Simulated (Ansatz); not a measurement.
# Lattice dynamics of HfRu (Pm-3m)

How does HfRu (Pm-3m) vibrate, and is this structure a minimum?

Main program and level: Ansatz 0.2.0; DFT PBEsol, scalar-relativistic, plane waves, PAW; PAW set soft_1.

Report form: the programs' logs are mostly left out.

## (1) The structure

It takes space group Pm-3m (No. 221, cubic). The conventional cell has a = 3.233 Å, b = 3.233 Å, c = 3.233 Å, α = 90.00°, β = 90.00°, γ = 90.00°. Nearest to Hf lie 8 Ru at 2.80 Å. Ru has 8 Hf at 2.80 Å nearest. Farther neighbours are not listed.

## (2) Relaxation

The cell and atoms are relaxed, since residual forces and stress would shift the frequencies.

Contents of input.yaml:

```yaml
crystal:
  lattice:
    - [3.233, 0.0, 0.0]
    - [0.0, 3.233, 0.0]
    - [0.0, 0.0, 3.233]
  atoms:
    - { symbol: Hf, position: [0.0, 0.0, 0.0] }
    - { symbol: Ru, position: [0.5, 0.5, 0.5] }
kpoints:
  mp_grid: { grid: [14, 14, 14] }
hamiltonian:
  xc: pbesol
  pseudopotentials: { kind: paw, azcp: { folder: soft_1 }, xc_functional: pbe }
scf:
  occupations: { method: gaussian, width: 0.1 }
output:
  forces: true
  stress: true
  eigenvalues: true
  write_density: true
  write_potential: true
  elf: true
  volumetric_format: npy
relax:
  adjacent_minimum: "off"
  f_tol: 0.005
  max_steps: 80
  cell: { stress_tol: 0.05 }
```

Run with:

```sh
ansatz run input.yaml --threads 4 --pin off --max-ram 10240MiB --backend cpu --events-out ev --progress --plain --runs-dir out
```

Elapsed: 11 s, on 4 threads of Arm Neoverse V1, shared host; peak memory 0.43 GiB; 39 s of CPU time.

Step by step:

| step | energy less that of the first step (eV) | largest force component (eV/Å) | pressure (GPa) | volume (Å³) |
| --- | --- | --- | --- | --- |
| 1 | 0.0000 | 0.0000 | -4.55 | 33.79 |
| 2 | 0.0520 | 0.0000 | 12.66 | 31.33 |
| 3 | -0.0113 | 0.0000 | -0.39 | 33.10 |
| 4 | -0.0114 | 0.0000 | 0.01 | 33.04 |
| 5* | -0.0109 | 0.0000 | 0.01 | 33.04 |

Relaxation steps marked * repeat the geometry before them on a plane-wave basis chosen anew for their cell, so energy and pressure can jump there. Relaxation step 2 was tried and not accepted.

Forces are held to the 48 operations that the run works with; a distortion that breaks them can't arise in this run.

| conventional cell, symmetrised | before | after | change |
| --- | --- | --- | --- |
| a (Å) | 3.233 | 3.209 | -0.7 % |
| b (Å) | 3.233 | 3.209 | -0.7 % |
| c (Å) | 3.233 | 3.209 | -0.7 % |
| volume (Å³/atom) | 16.90 | 16.52 | -2.2 % |

The relaxed structure:

```xyz
2
Lattice="3.2088 0.0000 0.0000 0.0000 3.2088 0.0000 0.0000 0.0000 3.2088" Properties=species:S:1:pos:R:3 pbc="T T T"
Hf    0.0000    0.0000    0.0000
Ru    1.6044    1.6044    1.6044
```

This step gave:

- pressure: 0.005190 GPa
- volume per atom: 16.52 Å³
- gap on the k-mesh: 0 eV

Electrostatic potential energy in the ac plane at fractional y = 0.000, with atoms of Hf within 0.2 Å of it. With pseudopotentials it is smooth inside the atoms' cores, unlike the true potential.

Ten even steps from '0' (-13 eV) to '9' (24 eV):
```
43101478998741013
11002578998752001
00014689999864100
11246789999876421
44567899999987654
77788999999998877
88899999999999988
99999999999999999
99999999999999999
88899999999999988
77788999999998877
44567899999987654
11246789999876421
00014689999864100
11002578998752001
43101478998741013
54101478998741014
```
Columns run along a (3.2 Å; values clipped at the 3rd and 97th percentile), rows up along c (3.2 Å). Atoms in or near the plane, at fractional coordinates: Hf at (0.00, 0.00).

Valence density in the ac plane at fractional y = 0.000, with atoms of Hf within 0.2 Å of it. It is the smooth field of the valence electrons, not physical close to the nuclei.

Ten steps, logarithmic in the rise over the least value, from '0' (0 e/Å³) to '9' (60 e/Å³):
```
98752100000012578
77642000000002467
55421000000001245
32210000000000122
11000000000000001
00000000000000000
00000000000000000
00000000000000000
00000000000000000
00000000000000000
00000000000000000
11000000000000001
32210000000000122
55421000000001245
77642000000002467
98752100000012578
99753100000013579
```
Columns run along a (3.2 Å), rows up along c (3.2 Å). Atoms in or near the plane, at fractional coordinates: Hf at (0.00, 0.00).

ELF in the ac plane at fractional y = 0.000, with atoms of Hf within 0.2 Å of it. It is the smooth field of the valence electrons, not physical close to the nuclei.

Ten even steps from '0' (0.11) to '9' (0.86):
```
99986100110016899
99974100220014799
98752001331002578
66420013443100246
21100124444210011
00001234444321000
00013444444443100
11234444444444321
11234444444444321
00013444444443100
00001234444321000
21100124444210011
66420013443100246
98752001331002578
99974100220014799
99986100110016899
99996200110026999
```
Columns run along a (3.2 Å), rows up along c (3.2 Å). Atoms in or near the plane, at fractional coordinates: Hf at (0.00, 0.00).

In this step the volume went from 16.90 to 16.52 Å³/atom.

## (3) Relaxing to small forces for the phonons

Phonons need a cell at rest on their own settings, so the relaxation is repeated with tight tolerances on forces and stress on the k mesh and occupations of the first response run.

Contents of input.yaml:

```yaml
crystal:
  lattice:
    - [3.2088468528, 0.0, 0.0]
    - [0.0, 3.2088468528, 0.0]
    - [0.0, 0.0, 3.2088468528]
  atoms:
    - { symbol: Hf, position: [0.0, 0.0, 0.0] }
    - { symbol: Ru, position: [0.5, 0.5, 0.5] }
kpoints:
  mp_grid: { grid: [16, 16, 16] }
hamiltonian:
  xc: pbesol
  pseudopotentials: { kind: paw, azcp: { folder: soft_1 }, xc_functional: pbe }
scf:
  occupations: { method: methfessel_paxton, width: 0.2 }
output:
  forces: true
  stress: true
  eigenvalues: true
relax:
  adjacent_minimum: "off"
  f_tol: 0.001
  max_steps: 60
  cell: { stress_tol: 0.01 }
```

Run time: 10 s. Hardware: 4 threads; peak memory 0.45 GiB.

Little changed from the start: no atom moved by 0.005 Å and no cell edge by 0.1 %.

This step gave:

```yaml
pressure: -2.60e-4 GPa
```

The forces vanish by symmetry and the pressure is 0.000 GPa, within the tolerances set. The cell now holds 16.52 Å³/atom.

## (4) Modes at Γ

The zone centre comes first: it holds the modes that light can see, as far as symmetry allows. No field response is asked, since the mesh shows no gap.

input.yaml, the sections that differ from step 3:

```yaml
crystal:
  lattice:
    - [3.2085981561, 0.0, 0.0]
    - [0.0, 3.2085981561, 0.0]
    - [0.0, 0.0, 3.2085981561]
  atoms:
    - { symbol: Hf, position: [0.0, 0.0, 0.0] }
    - { symbol: Ru, position: [0.5, 0.5, 0.5] }
output:
  eigenvalues: true
phonons:
  method: dfpt
# kpoints, hamiltonian, scf: as in step 3
# relax: removed
```

Wall time 30 s (4 threads); peak memory 1.2 GiB; 1.8 min of CPU time.

Numbers from this step:

| Property | Result |
| --- | --- |
| sum-rule residual before enforcement | 8.90e-5 eV/Å² |
| point group | m-3m |
| highest optical mode at the zone centre (no LO-TO term) | 171.5 cm⁻¹ |
| lowest optical zone-centre mode | 171.5 cm⁻¹ |

Patterns of degenerate modes are one choice out of their space. Modes at Γ, with each element's share of the kinetic energy:

| mode | frequency (cm⁻¹) | symmetry | Hf % | Ru % |
| --- | --- | --- | --- | --- |
| 1 | 0.0 | acoustic | 64 | 36 |
| 2 | 0.0 | acoustic | 64 | 36 |
| 3 | 0.0 | acoustic | 64 | 36 |
| 4 | 171.5 | T1u | 36 | 64 |
| 5 | 171.5 | T1u | 36 | 64 |
| 6 | 171.5 | T1u | 36 | 64 |

Displacements in mode 6 (171.5 cm⁻¹), the largest set to 1:
```
Hf1  0.00 -0.57  0.13
Ru2  0.00  1.00 -0.23
```

Before it was imposed, the acoustic sum rule was missed by 8.9e-5 eV/Å². Small misses are needed for a sound result but don't prove that mesh and cutoff are converged. The lowest optical mode is real, 172 cm⁻¹.

## (5) Phonons on a q mesh

Stability and thermal properties need the whole zone. Linear response on a 4×4×4 q mesh gives force constants as far as a supercell of that size would.

input.yaml: that of step 4 with these lines changed.

```diff
@@ -19 +19,8 @@
   method: dfpt
+  qmesh: [4, 4, 4]
+  temperatures: { t_max: 1000, t_step: 50 }
+  qpath:
+    path:
+      - [[0.0, 0.0, 0.0], [0.0, 0.5, 0.0], [0.5, 0.5, 0.0], [0.0, 0.0, 0.0], [0.5, 0.5, 0.5], [0.0, 0.5, 0.0]]
+      - [[0.5, 0.5, 0.5], [0.5, 0.5, 0.0]]
+    npoints: 10
```

The job ended after 17 min (4 threads; peak memory 4.8 GiB; 67 min of CPU time).

Numbers from this step:

* sum-rule residual before enforcement: 6.40e-5 eV/Å²
* lowest frequency on the path: 0 cm⁻¹
* highest frequency on the path or at a solved wavevector: 215.8 cm⁻¹
* mean frequency: 157 cm⁻¹
* Debye temperature (second moment): 302 K
* logarithmic mean frequency: 150.1 cm⁻¹
* lowest mode on the q mesh (acoustic modes at Γ apart): 61.61 cm⁻¹
* zero-point energy per atom: 29.2 meV
* heat capacity at 300 K: 23.73 J/(mol atoms K)
* vibrational entropy at 300 K: 33.77 J/(mol atoms K)

Frequencies (cm⁻¹) solved at each irreducible wavevector; negative means imaginary. Frequencies by wavevector, by row:

| q in reciprocal lattice units | star | mode 1 | mode 2 | mode 3 | mode 4 | mode 5 | mode 6 |
| --- | --- | --- | --- | --- | --- | --- | --- |
| 0 0 0 | 1 | 0 | 0 | 0 | 171.5 | 171.5 | 171.5 |
| 0 0 0.25 | 6 | 61.6 | 61.6 | 127.2 | 166.8 | 166.8 | 203.3 |
| 0 0 -0.5 | 3 | 90.3 | 90.3 | 165.2 | 165.2 | 207.4 | 207.9 |
| 0 0.25 0.25 | 12 | 81.7 | 100.9 | 151.3 | 167 | 189.3 | 196.5 |
| 0 0.25 -0.5 | 12 | 97.6 | 123.1 | 166.9 | 168.3 | 195 | 205.4 |
| 0 -0.5 -0.5 | 3 | 103 | 147.4 | 147.4 | 162 | 208.9 | 208.9 |
| 0.25 0.25 0.25 | 8 | 117.1 | 117.1 | 151.1 | 188.8 | 188.8 | 194.9 |
| 0.25 0.25 -0.5 | 12 | 127.9 | 130.5 | 163.4 | 187.9 | 192 | 204 |
| 0.25 -0.5 -0.5 | 6 | 133.3 | 154.5 | 154.5 | 191.4 | 207.3 | 207.3 |
| -0.5 -0.5 -0.5 | 1 | 160.7 | 160.7 | 160.7 | 211.2 | 211.2 | 211.2 |

Interpolated from a 4×4×4 q mesh. Phonon branches along the path, in cm⁻¹:

| point | branch 1 | branch 2 | branch 3 | branch 4 | branch 5 | branch 6 |
| --- | --- | --- | --- | --- | --- | --- |
| Γ | 0 | 0 | 0 | 172 | 172 | 172 |
| halfway | 62 | 62 | 127 | 167 | 167 | 203 |
| X | 90 | 90 | 165 | 165 | 207 | 208 |
| halfway | 98 | 123 | 167 | 168 | 195 | 205 |
| M | 103 | 147 | 147 | 162 | 209 | 209 |
| halfway | 82 | 101 | 151 | 167 | 189 | 196 |
| Γ | 0 | 0 | 0 | 172 | 172 | 172 |
| halfway | 117 | 117 | 151 | 189 | 189 | 195 |
| R | 161 | 161 | 161 | 211 | 211 | 211 |
| halfway | 128 | 130 | 163 | 188 | 192 | 204 |
| X | 90 | 90 | 165 | 165 | 207 | 208 |
| jump to R | 161 | 161 | 161 | 211 | 211 | 211 |
| halfway | 133 | 154 | 154 | 191 | 207 | 207 |
| M | 103 | 147 | 147 | 162 | 209 | 209 |

The phonon density of states has structure finer than the step of the table below, so its rows give means over 5 cm⁻¹, whole bins alone (the curve runs from 1 to 217 cm⁻¹). Peaks (cm⁻¹: height): 157.0: 0.0705, 167.0: 0.139, 205.0: 0.166.

Tetrahedra on a 20×20×20 mesh, mean over bins of 2 cm-1. Interpolated from a 4×4×4 q mesh. Phonon density of states against wavenumber; means over each step:

| wavenumber (cm⁻¹) | phonon density of states (1/cm⁻¹/cell) |
| --- | --- |
| 5 | 2.4e-5 |
| 10 | 8.1e-5 |
| 15 | 2.5e-4 |
| 20 | 4.7e-4 |
| 25 | 7.8e-4 |
| 30 | 0.00119 |
| 35 | 0.00163 |
| 40 | 0.00214 |
| 45 | 0.00275 |
| 50 | 0.00346 |
| 55 | 0.00431 |
| 60 | 0.00530 |
| 65 | 0.00653 |
| 70 | 0.00801 |
| 75 | 0.00999 |
| 80 | 0.0127 |
| 85 | 0.0169 |
| 90 | 0.0255 |
| 95 | 0.0321 |
| 100 | 0.0363 |
| 105 | 0.0335 |
| 110 | 0.0281 |
| 115 | 0.0262 |
| 120 | 0.0251 |
| 125 | 0.0245 |
| 130 | 0.0243 |
| 135 | 0.0242 |
| 140 | 0.0247 |
| 145 | 0.0250 |
| 150 | 0.0275 |
| 155 | 0.0529 |
| 160 | 0.0523 |
| 165 | 0.0795 |
| 170 | 0.0928 |
| 175 | 0.0498 |
| 180 | 0.0395 |
| 185 | 0.0403 |
| 190 | 0.0504 |
| 195 | 0.0623 |
| 200 | 0.0809 |
| 205 | 0.127 |
| 210 | 0.0356 |

The partial phonon density of states has structure finer than the step of the table below, so its rows give means over 10 cm⁻¹, whole bins alone (the curve runs from -10 to 232 cm⁻¹). Peaks (cm⁻¹: height): Hf 101.1: 0.034, 157.4: 0.0524, 204.6: 0.0152; Ru 168.1: 0.0871, 180.3: 0.0412, 204.6: 0.110.

Phonopy on the run's constants, 17x17x17 mesh, Gaussian sigma 2.0 cm-1. Interpolated from a 4×4×4 q mesh. The partial phonon density of states by wavenumber; means over each step; values in 1/cm⁻¹/cell:

| wavenumber (cm⁻¹) | Hf | Ru |
| --- | --- | --- |
| 0 | 3.6e-5 | 2.1e-5 |
| 10 | 8.4e-5 | 4.8e-5 |
| 20 | 3.1e-4 | 1.7e-4 |
| 30 | 8.4e-4 | 4.5e-4 |
| 40 | 0.00148 | 7.6e-4 |
| 50 | 0.00248 | 0.00118 |
| 60 | 0.00374 | 0.00156 |
| 70 | 0.00612 | 0.00221 |
| 80 | 0.0101 | 0.00263 |
| 90 | 0.0218 | 0.00308 |
| 100 | 0.0319 | 0.00313 |
| 110 | 0.0253 | 0.00276 |
| 120 | 0.0222 | 0.00294 |
| 130 | 0.0214 | 0.00294 |
| 140 | 0.0210 | 0.00268 |
| 150 | 0.0302 | 0.00412 |
| 160 | 0.0406 | 0.0148 |
| 170 | 0.0183 | 0.0665 |
| 180 | 0.00701 | 0.0322 |
| 190 | 0.0129 | 0.0379 |
| 200 | 0.0140 | 0.0742 |
| 210 | 0.00793 | 0.0432 |
| 220 | 3.0e-4 | 4.6e-4 |

Second derivatives of the energy by pair, one row for each kind of neighbour of each atom listed. Each entry sums the pair over the periodic images of the supercell that the q mesh stands for, and in a polar crystal it holds the long-range dipole part too. Force constants by pair, by row:

| atom | neighbour | distance (Å) | third of the trace (eV/Å²) | along the pair's line (eV/Å²) |
| --- | --- | --- | --- | --- |
| Hf1 | itself | 0 | 12.84 | – |
| Hf1 | Ru | 2.779 | -0.989 | -1.931 |
| Hf1 | Hf | 3.209 | -0.638 | -3.256 |
| Hf1 | Hf | 4.538 | -0.0692 | -0.6264 |
| Hf1 | Ru | 5.321 | 0.033 | 0.0893 |
| Hf1 | Hf | 5.557 | -0.1386 | -0.3792 |
| Hf1 | Hf | 6.417 | 0.0043 | 0.0189 |
| Hf1 | Ru | 6.993 | 0.0047 | 0.0211 |
| Hf1 | Hf | 7.175 | -0.0102 | -0.005 |
| Ru2 | itself | 0 | 12.34 | – |
| Ru2 | Hf | 2.779 | -0.989 | -1.931 |
| Ru2 | Ru | 3.209 | -0.6655 | -1.49 |
| Ru2 | Ru | 4.538 | -0.0605 | -0.2907 |
| Ru2 | Hf | 5.321 | 0.033 | 0.0893 |
| Ru2 | Ru | 5.557 | -0.0997 | -0.3132 |
| Ru2 | Ru | 6.417 | -0.0105 | -0.1403 |
| Ru2 | Hf | 6.993 | 0.0047 | 0.0211 |
| Ru2 | Ru | 7.175 | -0.0058 | -0.0138 |

Harmonic thermodynamic functions per atom, from the density of states. Interpolated from a 4×4×4 q mesh. Thermodynamic functions, by row:

| T (K) | F_vib (meV/atom) | S (J/mol-atom/K) | C_V (J/mol-atom/K) |
| --- | --- | --- | --- |
| 0 | 29.2 | 0 | 0 |
| 50 | 28.85 | 2.589 | 6.632 |
| 100 | 25.49 | 10.63 | 16.49 |
| 200 | 6.86 | 24.4 | 22.32 |
| 300 | -23.56 | 33.77 | 23.73 |
| 400 | -62.3 | 40.67 | 24.25 |
| 500 | -107.4 | 46.11 | 24.49 |
| 600 | -157.6 | 50.59 | 24.63 |
| 700 | -212 | 54.4 | 24.71 |
| 800 | -270.1 | 57.7 | 24.77 |
| 900 | -331.5 | 60.62 | 24.8 |
| 1000 | -395.7 | 63.23 | 24.83 |

Harmonic mean-square displacement, third of the trace. Interpolated from a 4×4×4 q mesh. Mean square displacements, by row:

| T (K) | Hf1 U_eq (Å²) | Ru2 U_eq (Å²) |
| --- | --- | --- |
| 0 | 7.80e-4 | 9.90e-4 |
| 100 | 0.00128 | 0.00135 |
| 300 | 0.00327 | 0.00309 |
| 600 | 0.00643 | 0.00599 |

Symmetry leaves 10 wavevectors to solve. The lowest mode among them, the acoustic zeros apart, lies at q = (0, 0, 0.25) and is real, 61.6 cm⁻¹.

## (6) Isotope substitution, element Hf, natural mass 178.486 amu

An isotope changes the mass and not the force constants, so no new electronic calculation is needed; the shifts show which modes move this element.

The same force constants with the mass of Hf changed from 178.486 to 173.940 u (phonopy, no LO-TO term). Both lists are sorted by frequency; levels can cross, so a row need not hold one and the same mode. Modes under 3 cm⁻¹ are left out. Isotope shifts, by row:

| q | rank | natural mass (cm⁻¹) | changed mass (cm⁻¹) |
| --- | --- | --- | --- |
| 0 0 0 | 4 | 171.5 | 172.3 |
| 0 0 0 | 5 | 171.5 | 172.3 |
| 0 0 0 | 6 | 171.5 | 172.3 |
| 0 0 0.25 | 1 | 61.61 | 62.21 |
| 0 0 0.25 | 2 | 61.61 | 62.21 |
| 0 0 0.25 | 3 | 127.2 | 128.2 |
| 0 0 0.25 | 4 | 166.8 | 167.3 |
| 0 0 0.25 | 5 | 166.8 | 167.3 |
| 0 0 0.25 | 6 | 203.3 | 204.4 |
| 0 0 -0.5 | 1 | 90.34 | 91.51 |
| 0 0 -0.5 | 2 | 90.34 | 91.51 |
| 0 0 -0.5 | 3 | 165.2 | 165.2 |
| 0 0 -0.5 | 4 | 165.2 | 165.2 |
| 0 0 -0.5 | 5 | 207.4 | 207.4 |
| 0 0 -0.5 | 6 | 207.9 | 210.7 |
| 0 0.25 0.25 | 1 | 81.66 | 82.55 |
| 0 0.25 0.25 | 2 | 100.9 | 101.8 |
| 0 0.25 0.25 | 3 | 151.3 | 153 |
| 0 0.25 0.25 | 4 | 167 | 167.3 |
| 0 0.25 0.25 | 5 | 189.3 | 190 |
| 0 0.25 0.25 | 6 | 196.5 | 196.9 |

A mode of this element alone would shift by +1.30 %. The highest zone-centre frequency without the field goes from 171.5 to 172.3 cm⁻¹ (+0.5 %). The product of the frequency ratios over all optical modes at Γ is 1.014; the product rule, (m/m′)^(3k/2) (M′/M)^(3/2) with k = 1 such atoms and M the mass of the cell, gives 1.014.

## (7) Isotope substitution, element Ru, natural mass 101.07 amu

The same for Ru, from 101.07 to 103.91 u.

The same force constants with the mass of Ru changed from 101.070 to 103.905 u (phonopy, no LO-TO term). Both lists are sorted by frequency; levels can cross, so a row need not hold one and the same mode. Modes under 3 cm⁻¹ are left out. Isotope shifts, by row:

| q | rank | natural mass (cm⁻¹) | changed mass (cm⁻¹) |
| --- | --- | --- | --- |
| 0 0 0 | 4 | 171.5 | 170 |
| 0 0 0 | 5 | 171.5 | 170 |
| 0 0 0 | 6 | 171.5 | 170 |
| 0 0 0.25 | 1 | 61.61 | 61.4 |
| 0 0 0.25 | 2 | 61.61 | 61.4 |
| 0 0 0.25 | 3 | 127.2 | 126.5 |
| 0 0 0.25 | 4 | 166.8 | 165.1 |
| 0 0 0.25 | 5 | 166.8 | 165.1 |
| 0 0 0.25 | 6 | 203.3 | 201.7 |
| 0 0 -0.5 | 1 | 90.34 | 90.34 |
| 0 0 -0.5 | 2 | 90.34 | 90.34 |
| 0 0 -0.5 | 3 | 165.2 | 162.9 |
| 0 0 -0.5 | 4 | 165.2 | 162.9 |
| 0 0 -0.5 | 5 | 207.4 | 204.6 |
| 0 0 -0.5 | 6 | 207.9 | 207.9 |
| 0 0.25 0.25 | 1 | 81.66 | 81.48 |
| 0 0.25 0.25 | 2 | 100.9 | 100.5 |
| 0 0.25 0.25 | 3 | 151.3 | 151 |
| 0 0.25 0.25 | 4 | 167 | 165 |
| 0 0.25 0.25 | 5 | 189.3 | 187.5 |
| 0 0.25 0.25 | 6 | 196.5 | 194.2 |

A mode of this element alone would shift by -1.37 %. The highest zone-centre frequency without the field goes from 171.5 to 170.0 cm⁻¹ (-0.9 %). The product of the frequency ratios over all optical modes at Γ is 0.974; the product rule, (m/m′)^(3k/2) (M′/M)^(3/2) with k = 1 such atoms and M the mass of the cell, gives 0.974.

## (8) Summary of results

| Quantity | Value |
| --- | --- |
| space group after relaxation (within 0.01 Å) | Pm-3m |
| volume per atom | 16.5 Å³ |
| electronic character | no gap on this mesh |
| highest optical mode at the zone centre (no LO-TO term) | 172 cm⁻¹ |
| lowest optical zone-centre mode | 172 cm⁻¹ |
| lowest mode on the q mesh (acoustic modes at Γ apart) | 61.6 cm⁻¹ |
| highest frequency on the path or at a solved wavevector | 216 cm⁻¹ |
| zero-point energy per atom | 29.2 meV |
| heat capacity at 300 K | 23.7 J/(mol atoms K) |
| vibrational entropy at 300 K | 33.8 J/(mol atoms K) |
| Debye temperature (second moment) | 302 K |
| imaginary modes on the 4×4×4 q mesh | none |

**Reading.** The structure is a minimum as far as tested: no mode is imaginary at the 10 irreducible wavevectors of the 4×4×4 mesh, and the softest away from the acoustic zeros lies at 62 cm⁻¹. The optical modes at Γ form one degenerate level at 172 cm⁻¹. With no gap, or one that is small against the smearing, the frequencies hang on the k mesh and the smearing, most of all near Kohn anomalies. Spin-orbit coupling is left out, which can matter for the heavy elements here. The PAW files were made for PBE and serve the other functionals too. These are harmonic frequencies at zero temperature: anharmonic shifts, linewidths and thermal expansion are left out.

[Logs are printed without paths, hosts, clocks, repeated set-up lines and the standing remarks that a program may print on its own settings, such as how far it seeks lower states.]

[Hosts, paths, dates, database ids (printed as entryN), source tags and the programs' standing remarks are cut or masked in the printed files.]
